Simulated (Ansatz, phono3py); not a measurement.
# Al2O3 (Corundum, R-3c): solver, mesh and scattering choices in phono3py

Aim: with force constants in hand, see how mesh, solver, isotopes and boundaries change the conductivity of Al2O3 (Corundum).

Measurements to reproduce:
- thermal conductivity 30 W/m/K near room temperature (given in “Combining the AFLOW GIBBS and Elastic Libraries to efficiently and robustly screen thermo-mechanical properties of solids”, 2017, arXiv:1611.05714)

Main program and level: Ansatz 0.2.0 and phono3py 4.10.0; DFT LDA, scalar-relativistic, plane waves, PAW; PAW set soft_1, in the first sound run; inputs show where later runs differ.

## Step 1: Set-up

It takes space group R-3c (No. 167, trigonal). The conventional cell has a = 4.729 Å, b = 4.729 Å, c = 12.890 Å, α = 90.00°, β = 90.00°, γ = 120.00°. Nearest to Al lie 6 O at 1.84 to 1.95 Å. Nearest to O lie 4 Al at 1.84 to 1.95 Å. Farther neighbours and most contacts between anions are not listed.

## Step 2: The earlier run that gave the force constants

Input file input.yaml:

```yaml
crystal:
  lattice:
    - [2.3643413569, 1.3650531189, 4.2966958505]
    - [-2.3643413569, 1.3650531189, 4.2966958505]
    - [0.0, -2.7301062378, 4.2966958505]
  atoms:
    - { symbol: Al, position: [0.3519802859, 0.3519802859, 0.3519802859] }
    - { symbol: Al, position: [0.1480197141, 0.1480197141, 0.1480197141] }
    - { symbol: Al, position: [0.6480197141, 0.6480197141, 0.6480197141] }
    - { symbol: Al, position: [0.8519802859, 0.8519802859, 0.8519802859] }
    - { symbol: O, position: [0.5558304635, 0.9441695365, 0.25] }
    - { symbol: O, position: [0.25, 0.5558304635, 0.9441695365] }
    - { symbol: O, position: [0.9441695365, 0.25, 0.5558304635] }
    - { symbol: O, position: [0.4441695365, 0.0558304635, 0.75] }
    - { symbol: O, position: [0.75, 0.4441695365, 0.0558304635] }
    - { symbol: O, position: [0.0558304635, 0.75, 0.4441695365] }
kpoints:
  mp_grid: { grid: [6, 6, 6] }
hamiltonian:
  xc: lda
  pseudopotentials: { kind: paw, azcp: { folder: soft_1 }, xc_functional: pbe }
scf:
  occupations: { method: fixed }
  lower_state_search: "off"
output:
  eigenvalues: true
phonons:
  method: fd
  dielectric: true
  supercell: [2, 2, 2]
  temperatures: { t_max: 1000, t_step: 50 }
  qpath:
    path:
      - [[0.0, 0.0, 0.0], [0.5, 0.0, 0.0], [0.5, 0.23395482, -0.23395482]]
      - [[0.76604518, 0.5, 0.23395482], [0.5, 0.5, 0.5], [0.0, 0.0, 0.0], [0.36697741, 0.0, -0.36697741]]
      - [[0.63302259, 0.36697741, 0.0], [0.5, 0.5, 0.0], [0.63302259, 0.63302259, 0.23395482], [0.5, 0.5, 0.5]]
    npoints: 10
  third_order: { supercell: [2, 2, 2], pair_cutoff: 3.44 }
  lattice_thermal_conductivity:
    qmesh: [13, 13, 13]
    temperatures: [100.0, 150.0, 200.0, 300.0, 400.0, 500.0, 600.0, 800.0]
    isotope_mass_variance: [{ species: Al, variance: 0.0 }, { species: O, variance: 3.359e-05 }]
    solution: relaxation_time
```

Launch:

```sh
> ansatz run input.yaml --threads 18 --pin off --max-ram 92160MiB --backend cuda --events-out ev --progress --plain --runs-dir out --max-vram 78GiB
```

Wall time 11 min (1 × NVIDIA GB200 with 18 threads of Arm Neoverse V2, shared host); peak memory 2.8 GiB.

This step gave:

- highest frequency: 895.7 cm⁻¹
- κ at 300 K (relaxation time): 38.88 W/m/K
- dipole term: run
- third-order blocks: 2038

## Step 3: Relaxation-time solution

The base run: each mode relaxes on its own with natural isotopes, and rates are split into normal and umklapp parts.

This step: DFT LDA, scalar-relativistic, plane waves, PAW; PAW set soft_1; phono3py on Ansatz's force constants (phono3py 4.10.0).

Input file phono3py.yaml:

```yaml
phono3py:
  version: "4.10.0"
  frequency_unit_conversion_factor: 15.633302
  symmetry_tolerance: 1.00000e-05

physical_unit:
  atomic_mass: "AMU"
  length: "angstrom"

space_group:
  type: "R-3c"
  number: 167
  Hall_symbol: "-R 3 2\"c"

primitive_matrix:
- [  1.000000000000000,  0.000000000000000,  0.000000000000000 ]
- [  0.000000000000000,  1.000000000000000,  0.000000000000000 ]
- [  0.000000000000000,  0.000000000000000,  1.000000000000000 ]

supercell_matrix:
- [   2,   0,   0 ]
- [   0,   2,   0 ]
- [   0,   0,   2 ]

# [primitive_cell block left out]
unit_cell:
  lattice:
  - [     2.364341356932580,     1.365053118881190,     4.296695850500000 ] # a
  - [    -2.364341356932580,     1.365053118881190,     4.296695850500000 ] # b
  - [     0.000000000000000,    -2.730106237762380,     4.296695850500000 ] # c
  points:
  - symbol: Al # 1
    coordinates: [  0.351980285900000,  0.351980285900000,  0.351980285900000 ]
    mass: 26.981538
    reduced_to: 1
  - symbol: Al # 2
    coordinates: [  0.148019714100000,  0.148019714100000,  0.148019714100000 ]
    mass: 26.981538
    reduced_to: 2
  - symbol: Al # 3
    coordinates: [  0.648019714100000,  0.648019714100000,  0.648019714100000 ]
    mass: 26.981538
    reduced_to: 3
  - symbol: Al # 4
    coordinates: [  0.851980285900000,  0.851980285900000,  0.851980285900000 ]
    mass: 26.981538
    reduced_to: 4
  - symbol: O # 5
    coordinates: [  0.555830463500000,  0.944169536500000,  0.250000000000000 ]
    mass: 15.999000
    reduced_to: 5
  - symbol: O # 6
    coordinates: [  0.250000000000000,  0.555830463500000,  0.944169536500000 ]
    mass: 15.999000
    reduced_to: 6
  - symbol: O # 7
    coordinates: [  0.944169536500000,  0.250000000000000,  0.555830463500000 ]
    mass: 15.999000
    reduced_to: 7
  - symbol: O # 8
    coordinates: [  0.444169536500000,  0.055830463500000,  0.750000000000000 ]
    mass: 15.999000
    reduced_to: 8
  - symbol: O # 9
    coordinates: [  0.750000000000000,  0.444169536500000,  0.055830463500000 ]
    mass: 15.999000
    reduced_to: 9
  - symbol: O # 10
    coordinates: [  0.055830463500000,  0.750000000000000,  0.444169536500000 ]
    mass: 15.999000
    reduced_to: 10

# [supercell block left out]
phonon_supercell_matrix:
- [   2,   0,   0 ]
- [   0,   2,   0 ]
- [   0,   0,   2 ]

# [phonon_primitive_cell block left out]
# [phonon_supercell block left out]
nac:
  born_effective_charge:
  - # 1 (Al)
    - [  2.963474405521225, -0.027310643508614,  0.000000000000000 ]
    - [  0.027310643508614,  2.963474405521223,  0.000000000000000 ]
    - [  0.000000000000000,  0.000000000000000,  2.931026863845152 ]
  - # 2 (Al)
    - [  2.963474405521225,  0.027310643508614,  0.000000000000000 ]
    - [ -0.027310643508614,  2.963474405521223,  0.000000000000000 ]
    - [  0.000000000000000,  0.000000000000000,  2.931026863845152 ]
  - # 3 (Al)
    - [  2.963474405521224, -0.027310643508614,  0.000000000000000 ]
    - [  0.027310643508614,  2.963474405521222,  0.000000000000000 ]
    - [  0.000000000000000,  0.000000000000000,  2.931026863845152 ]
  - # 4 (Al)
    - [  2.963474405521224,  0.027310643508614,  0.000000000000000 ]
    - [ -0.027310643508614,  2.963474405521223,  0.000000000000000 ]
    - [  0.000000000000000,  0.000000000000000,  2.931026863845152 ]
  - # 5 (O)
    - [ -2.075813574684076,  0.000000000000000,  0.000000000000000 ]
    - [  0.000000000000000, -1.875485632677554,  0.260479036326533 ]
    - [  0.000000000000000,  0.351644526849316, -1.954017909230102 ]
  - # 6 (O)
    - [ -1.925567618179186,  0.086744543432751, -0.225581462612068 ]
    - [  0.086744543432751, -2.025731589182445, -0.130239518163267 ]
    - [ -0.304533093353267, -0.175822263424658, -1.954017909230101 ]
  - # 7 (O)
    - [ -1.925567618179186, -0.086744543432751,  0.225581462612068 ]
    - [ -0.086744543432751, -2.025731589182445, -0.130239518163267 ]
    - [  0.304533093353267, -0.175822263424658, -1.954017909230101 ]
  - # 8 (O)
    - [ -2.075813574684076,  0.000000000000000,  0.000000000000000 ]
    - [  0.000000000000000, -1.875485632677554,  0.260479036326533 ]
    - [  0.000000000000000,  0.351644526849316, -1.954017909230102 ]
  - # 9 (O)
    - [ -1.925567618179187,  0.086744543432751, -0.225581462612068 ]
    - [  0.086744543432751, -2.025731589182445, -0.130239518163267 ]
    - [ -0.304533093353267, -0.175822263424658, -1.954017909230101 ]
  - # 10 (O)
    - [ -1.925567618179186, -0.086744543432751,  0.225581462612068 ]
    - [ -0.086744543432751, -2.025731589182445, -0.130239518163267 ]
    - [  0.304533093353267, -0.175822263424658, -1.954017909230101 ]
  dielectric_constant:
    - [  3.246062244621815,  0.000000000000000,  0.000000000000000 ]
    - [  0.000000000000000,  3.246062244621811,  0.000000000000000 ]
    - [  0.000000000000000,  0.000000000000000,  3.206155143223621 ]
  unit_conversion_factor: 14.399645
```

Launch:

```sh
> phono3py phono3py.yaml --mesh 13 13 13 --br --isotope --nu --ts 100 150 200 300 400 500 600 800
```

The program printed:

```text
Rust backend (phonors) using rayon (8 threads).
Running in phono3py.load mode.
Spglib version 2.8.0
----------------------------- General settings -----------------------------
Run mode: conductivity-RTA
HDF5 data compression filter: gzip
Crystal structure was read from "phono3py.yaml".
Supercell (dim): [2 2 2]
Phonon supercell (dim-fc2): [2 2 2]
Primitive matrix:
  [1. 0. 0.]
  [0. 1. 0.]
  [0. 0. 1.]
Spacegroup: R-3c (167)
Use -v option to watch primitive cell, unit cell, and supercell structures.
NAC parameters were read from "phono3py.yaml".
fc3 was read from "fc3.hdf5".
fc2 was read from "fc2.hdf5".
----------------------------- Force constants ------------------------------
Max drift of fc3: 0.00000300 (xyy) 0.00000300 (xyy) 0.00000300 (xyy)
Max drift of fc2: 0.00001000 (xx) 0.00001000 (xx)
--------------------------- Calculation settings ---------------------------
Non-analytical term correction (NAC): True
NAC unit conversion factor:  14.39964
BZ integration: Tetrahedron-method
Temperature:  100.0  150.0  200.0  300.0  400.0 ... 800.0
Cutoff frequency: 0.01
Mesh sampling: [ 13 13 13 ]
Generating grid system ... [ 13 13 13 ]
fc3-r2q-transformation over three atoms: True
--------------------------- Phonon calculations ----------------------------
Use NAC by Gonze et al. (no real space sum in current implementation)
  PRB 50, 13035(R) (1994), PRB 55, 10355 (1997)
  G-cutoff distance: 0.95, Number of G-points: 297, Lambda: 0.18
Running harmonic phonon calculations...
-------------------- Lattice thermal conductivity (RTA) --------------------
Running heat capacity calculations...
Running velocity calculations...
Running isotope scattering calculations with tetrahedron method...
======================= Grid point 0 (1/231) =======================
q-point: ( 0.00  0.00  0.00)
Boundary mean free path (millimeter): 1000.000
Mass variance parameters: 0.00e+00 0.00e+00 0.00e+00 0.00e+00 3.36e-05 3.36e-05 3.36e-05 3.36e-05 3.36e-05 3.36e-05
Number of triplets: 231
Frequency     group velocity (x, y, z)     |gv|
   0.006   (   0.000    0.000    0.000)    0.000
   0.007   (   0.000    0.000    0.000)    0.000
   0.008   (   0.000    0.000    0.000)    0.000
   9.303   (   0.000    0.000    0.000)    0.000
  11.189   (   0.000    0.000    0.000)    0.000
  11.189   (   0.000    0.000    0.000)    0.000
  11.657   (   0.000    0.000    0.000)    0.000
  11.657   (   0.000    0.000    0.000)    0.000
  11.870   (   0.000    0.000    0.000)    0.000
  12.548   (   0.000    0.000    0.000)    0.000
  13.030   (   0.000    0.000    0.000)    0.000
  13.030   (   0.000    0.000    0.000)    0.000
  13.139   (   0.000    0.000    0.000)    0.000
  13.139   (   0.000    0.000    0.000)    0.000
  13.350   (   0.000    0.000    0.000)    0.000
  13.350   (   0.000    0.000    0.000)    0.000
[...]
======================= Grid point 1 (2/231) =======================
q-point: ( 0.08  0.00  0.00)
Boundary mean free path (millimeter): 1000.000
Mass variance parameters: 0.00e+00 0.00e+00 0.00e+00 0.00e+00 3.36e-05 3.36e-05 3.36e-05 3.36e-05 3.36e-05 3.36e-05
Number of triplets: 595
Frequency     group velocity (x, y, z)     |gv|
[...]
[23 lines left out]
q-point: ( 0.54  0.46  0.46)
Boundary mean free path (millimeter): 1000.000
Mass variance parameters: 0.00e+00 0.00e+00 0.00e+00 0.00e+00 3.36e-05 3.36e-05 3.36e-05 3.36e-05 3.36e-05 3.36e-05
Number of triplets: 595
Frequency     group velocity (x, y, z)     |gv|
[...]
19.817   (  -5.984   -3.455    6.339)    9.377
  19.825   (  -8.895   -5.135   -6.846)   12.343
  20.699   (  -8.043   -4.644   20.850)   22.825
  20.961   (   4.835    2.791  -19.668)   20.445
  20.962   (   4.010    2.315   18.850)   19.410
  21.116   (   7.736    4.466  -18.385)   20.440
  24.882   (  -5.411   -3.124   19.433)   20.412
  24.995   (  -5.534   -3.195  -18.722)   19.782
=================== End of collection of collisions ===================
----------- Thermal conductivity (W/m-k) with tetrahedron method -----------
#  T(K)        xx         yy         zz         yz         xz         xy
  100.0     380.359    380.359    489.800     -0.000      0.000      0.000
  150.0     123.913    123.913    155.487     -0.000      0.000      0.000
  200.0      68.147     68.147     83.884     -0.000      0.000      0.000
  300.0      35.933     35.933     43.051     -0.000      0.000      0.000
  400.0      24.887     24.887     29.385     -0.000      0.000      0.000
  500.0      19.223     19.223     22.517     -0.000      0.000      0.000
  600.0      15.729     15.729     18.338     -0.000      0.000      0.000
  800.0      11.592     11.592     13.449     -0.000      0.000      0.000

Thermal conductivity related properties were written into
"kappa-m131313.hdf5".
Summary of calculation was written in "phono3py.yaml".
```

Wall time 5.7 min (8 threads of Intel Xeon at 2.70GHz, shared host); peak memory 0.18 GiB; 45 min of CPU time.

Numbers from this step:

```
κ at 300 K                                       : 38.31 W/m/K
κ xx, yy, zz at 300 K                            : 35.93, 35.93, 43.05 W/m/K
normal share of three-phonon scattering at 300 K : 0.477
```

W/m/K. Kappa, by row:

```csv
T (K),xx,yy,zz,yz,xz,xy
100,380.4,380.4,489.8,0,0,0
150,123.9,123.9,155.5,0,0,0
200,68.15,68.15,83.88,0,0,0
300,35.93,35.93,43.05,0,0,0
400,24.89,24.89,29.38,0,0,0
500,19.22,19.22,22.52,0,0,0
600,15.73,15.73,18.34,0,0,0
800,11.59,11.59,13.45,0,0,0
```

The lattice thermal conductivity by temperature:

| temperature (K) | xx (W/m/K) | zz (W/m/K) |
| --- | --- | --- |
| 100 | 380 | 490 |
| 150 | 124 | 156 |
| 200 | 68.2 | 83.9 |
| 300 | 35.9 | 43.0 |
| 400 | 24.9 | 29.4 |
| 500 | 19.2 | 22.5 |
| 600 | 15.7 | 18.3 |
| 800 | 11.6 | 13.4 |

Mean scattering rate at 300 K against frequency:

| frequency (THz) | normal (1/ps) | umklapp (1/ps) |
| --- | --- | --- |
| 0.6 | - | - |
| 1.7 | 0.017 | 0.0027 |
| 2.8 | 0.0463 | 0.0161 |
| 3.9 | 0.0774 | 0.0411 |
| 5.0 | 0.11 | 0.0833 |
| 6.2 | 0.115 | 0.136 |
| 7.3 | 0.117 | 0.195 |
| 8.4 | 0.153 | 0.174 |
| 9.5 | 0.146 | 0.155 |
| 10.6 | 0.164 | 0.16 |
| 11.8 | 0.148 | 0.165 |
| 12.9 | 0.152 | 0.154 |
| 14.0 | 0.175 | 0.154 |
| 15.1 | 0.225 | 0.247 |
| 16.2 | 0.315 | 0.386 |
| 17.4 | 0.376 | 0.353 |
| 18.5 | 0.395 | 0.485 |
| 19.6 | 0.506 | 0.562 |
| 20.7 | 0.535 | 0.64 |
| 21.8 | 0.708 | 0.781 |
| 22.9 | 0.869 | 0.924 |
| 24.1 | 0.83 | 1.38 |
| 25.2 | 1.37 | 1.52 |
| 26.3 | 2.17 | 1.15 |

The base value at 300 K is 38.3 W/(m K).

The lattice thermal conductivity is 35.9 W/m/K at 300 K (xx); 43.0 W/m/K at 300 K (zz).

## Step 4: Two programs, one set of constants

This step: DFT LDA, scalar-relativistic, plane waves, PAW; PAW set soft_1 (Ansatz 0.2.0).

Ansatz's figure includes its coherence part. Comparison, by row:

| T (K) | Ansatz RTA (W/m/K) | phono3py RTA (W/m/K) | difference (%) |
| --- | --- | --- | --- |
| 100 | 417.1 | 416.9 | -0.06 |
| 150 | 134.7 | 134.4 | -0.17 |
| 200 | 73.71 | 73.39 | -0.43 |
| 300 | 38.88 | 38.3 | -1.48 |
| 400 | 27.16 | 26.39 | -2.86 |
| 500 | 21.24 | 20.32 | -4.35 |
| 600 | 17.63 | 16.6 | -5.84 |
| 800 | 13.39 | 12.21 | -8.84 |

## Step 5: Without isotopes, third order supercell 2×2×2, supercell 2×2×2

Leaving out the isotope term shows how much the natural mass disorder scatters.

This step: DFT LDA, scalar-relativistic, plane waves, PAW; PAW set soft_1; phono3py on Ansatz's force constants (phono3py 4.10.0).

phono3py.yaml is that of step 3.

Launch:

```sh
> phono3py phono3py.yaml --mesh 13 13 13 --br --ts 100 150 200 300 400 500 600 800
```

The program printed:

```text
[banner, memory and clock lines left out]
Rust backend (phonors) using rayon (8 threads).
Running in phono3py.load mode.
Spglib version 2.8.0
----------------------------- General settings -----------------------------
Run mode: conductivity-RTA
HDF5 data compression filter: gzip
Crystal structure was read from "phono3py.yaml".
Supercell (dim): [2 2 2]
Phonon supercell (dim-fc2): [2 2 2]
Primitive matrix:
  [1. 0. 0.]
  [0. 1. 0.]
  [0. 0. 1.]
Spacegroup: R-3c (167)
Use -v option to watch primitive cell, unit cell, and supercell structures.
NAC parameters were read from "phono3py.yaml".
fc3 was read from "fc3.hdf5".
fc2 was read from "fc2.hdf5".
----------------------------- Force constants ------------------------------
Max drift of fc3: 0.00000300 (xyy) 0.00000300 (xyy) 0.00000300 (xyy)
Max drift of fc2: 0.00001000 (xx) 0.00001000 (xx)
--------------------------- Calculation settings ---------------------------
Non-analytical term correction (NAC): True
NAC unit conversion factor:  14.39964
BZ integration: Tetrahedron-method
Temperature:  100.0  150.0  200.0  300.0  400.0 ... 800.0
Cutoff frequency: 0.01
Mesh sampling: [ 13 13 13 ]
Generating grid system ... [ 13 13 13 ]
fc3-r2q-transformation over three atoms: True
--------------------------- Phonon calculations ----------------------------
  PRB 50, 13035(R) (1994), PRB 55, 10355 (1997)
  G-cutoff distance: 0.95, Number of G-points: 297, Lambda: 0.18
Running harmonic phonon calculations...
-------------------- Lattice thermal conductivity (RTA) --------------------
Running heat capacity calculations...
Running velocity calculations...
======================= Grid point 0 (1/231) =======================
q-point: ( 0.00  0.00  0.00)
Boundary mean free path (millimeter): 1000.000
Number of triplets: 231
Frequency     group velocity (x, y, z)     |gv|
   0.006   (   0.000    0.000    0.000)    0.000
   0.007   (   0.000    0.000    0.000)    0.000
   0.008   (   0.000    0.000    0.000)    0.000
   9.303   (   0.000    0.000    0.000)    0.000
  11.189   (   0.000    0.000    0.000)    0.000
  11.189   (   0.000    0.000    0.000)    0.000
  11.657   (   0.000    0.000    0.000)    0.000
  11.657   (   0.000    0.000    0.000)    0.000
  11.870   (   0.000    0.000    0.000)    0.000
  12.548   (   0.000    0.000    0.000)    0.000
  13.030   (   0.000    0.000    0.000)    0.000
  13.030   (   0.000    0.000    0.000)    0.000
  13.139   (   0.000    0.000    0.000)    0.000
  13.139   (   0.000    0.000    0.000)    0.000
  13.350   (   0.000    0.000    0.000)    0.000
  13.350   (   0.000    0.000    0.000)    0.000
[...]
======================= Grid point 1 (2/231) =======================
q-point: ( 0.08  0.00  0.00)
Boundary mean free path (millimeter): 1000.000
Number of triplets: 595
Frequency     group velocity (x, y, z)     |gv|
[...]
[19 lines left out]
======================= Grid point 1106 (231/231) =======================
q-point: ( 0.54  0.46  0.46)
Boundary mean free path (millimeter): 1000.000
Number of triplets: 595
Frequency     group velocity (x, y, z)     |gv|
[...]
19.817   (  -5.984   -3.455    6.339)    9.377
  19.825   (  -8.895   -5.135   -6.846)   12.343
  20.699   (  -8.043   -4.644   20.850)   22.825
  20.961   (   4.835    2.791  -19.668)   20.445
  20.962   (   4.010    2.315   18.850)   19.410
  21.116   (   7.736    4.466  -18.385)   20.440
  24.882   (  -5.411   -3.124   19.433)   20.412
  24.995   (  -5.534   -3.195  -18.722)   19.782
=================== End of collection of collisions ===================
----------- Thermal conductivity (W/m-k) with tetrahedron method -----------
#  T(K)        xx         yy         zz         yz         xz         xy
  100.0     382.021    382.021    491.968     -0.000      0.000      0.000
  150.0     124.301    124.301    155.938     -0.000      0.000      0.000
  200.0      68.339     68.339     84.093     -0.000      0.000      0.000
  300.0      36.015     36.015     43.135     -0.000      0.000      0.000
  400.0      24.933     24.933     29.431     -0.000      0.000      0.000
  500.0      19.253     19.253     22.547     -0.000      0.000      0.000
  600.0      15.750     15.750     18.359     -0.000      0.000      0.000
  800.0      11.604     11.604     13.461     -0.000      0.000      0.000

Thermal conductivity related properties were written into
"kappa-m131313.hdf5".
Summary of calculation was written in "phono3py.yaml".
```

Run time: 5.3 min. Hardware: 8 threads; peak memory 0.18 GiB; 42 min of CPU time.

Numbers from this step:

- κ at 300 K: 38.39 W/m/K
- κ xx, yy, zz at 300 K: 36.02, 36.02, 43.14 W/m/K

W/m/K. Kappa, by row:

```
T (K)     xx     yy     zz  yz  xz  xy
  100    382    382    492   0   0   0
  150  124.3  124.3  155.9   0   0   0
  200  68.34  68.34  84.09   0   0   0
  300  36.02  36.02  43.14   0   0   0
  400  24.93  24.93  29.43   0   0   0
  500  19.25  19.25  22.55   0   0   0
  600  15.75  15.75  18.36   0   0   0
  800   11.6   11.6  13.46   0   0   0
```

κ at 300 K goes from 38.3 in the base run to 38.4 W/(m K).

[end of part 1 of 5]

[Logs are printed without paths, hosts, clocks, repeated set-up lines and the standing remarks that a program may print on its own settings, such as how far it seeks lower states.]

[Hosts, paths, dates, database ids (printed as entryN), source tags and the programs' standing remarks are cut or masked in the printed files.]

[A step with changed settings may run another functional than the one named; its input shows which.]
